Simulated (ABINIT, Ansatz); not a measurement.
Records of electronic-structure calculations.

## Quasiparticle gap of CdS (Greenockite) in ABINIT

It takes space group P6_3mc (No. 186, hexagonal). Conventional cell: a = 4.137 Å, b = 4.137 Å, c = 6.714 Å, α = 90.00°, β = 90.00°, γ = 120.00°. Cd has 4 S at 2.52 to 2.53 Å nearest. Nearest to S lie 4 Cd at 2.52 to 2.53 Å. Farther neighbours, and contacts between anions beyond the nearest, are not listed.

```
method               : RPA screening on PBE, plane waves, norm-conserving pseudopotentials (and 2 further levels or steps)
program              : ABINIT 10.8.3
settings             : cutoff 47 Ha, PseudoDojo scalar-relativistic 0.4.1 standard, norm-conserving, ngkpt (3, 3, 2), nband 382, ecuteps 8 Ha, inclvkb 2, shiftk (0, 0, 0), symchi 1, awtr 1, frequency ppm, 3×3×2 k-mesh
cost                 : 5 runs, 44 min in all on 4 MPI ranks of Intel Xeon Platinum 8259CL at 2.50GHz (Skylake/Cascade Lake), shared host
notes                : The database entry behind the starting cell differs from other determinations. The program’s warnings: nkpt*nsppol () is not a multiple of nproc spkpt (). The cell and positions come from the Crystallography Open Database and are kept as given unless a step says otherwise. Limits: no spin-orbit coupling. The 3×3×2 mesh is coarse for this cell, which bears on the long-range parts of exchange and screening.
PBE gap              : 1.22 eV, direct
G0W0 gap on the mesh : 2.13 eV
GW settings          : 3×3×2 mesh, 382 bands, screening to 217.7 eV, Godby-Needs plasmon pole
known limits         : short of the basis limit; no spin-orbit coupling; coarse k mesh
```

G0W0 moves the gap on the mesh from 1.22 eV to 2.13 eV (+0.91 eV), with Z of 0.78 and 0.81 at the edges. Local fields lower the RPA ε∞ on this mesh from 13.96 to 13.17; a Γ-centred mesh this coarse tends to raise both, most where the direct gap is narrow, while a short band sum lowers them.

[Long decimals in the printed logs are rounded to 6 places.]

[Logs are printed without paths, hosts, clocks, repeated set-up lines and the standing remarks that a program may print on its own settings, such as how far it seeks lower states.]

[Paths, hosts, dates, memory and timing lines, banners, echoed tables and standing remarks are left out of the program output; an Ansatz launch command may be rebuilt from the run's recorded settings. Measured values are a selection of at most five: reports struck by readers or far from the other reports are left out. None is set beside runs whose start may be inverted or whose files or cutoffs have a known fault.]

[Runs of the session that timed out or met a known fault of the program may be left out.]

[Hosts, paths, dates, database ids (printed as entryN), source tags and the programs' standing remarks are cut or masked in the printed files.]

[G0W0 gaps are taken among the corrected bands and points alone; a level outside them can change the order at an edge.]

[Where Ansatz stands beside ABINIT at settings called matched, ABINIT's density can come from a denser mesh and the files from another edition; pairs whose starting gaps differed by over 0.03 eV were left out, so agreement reads better than it is.]
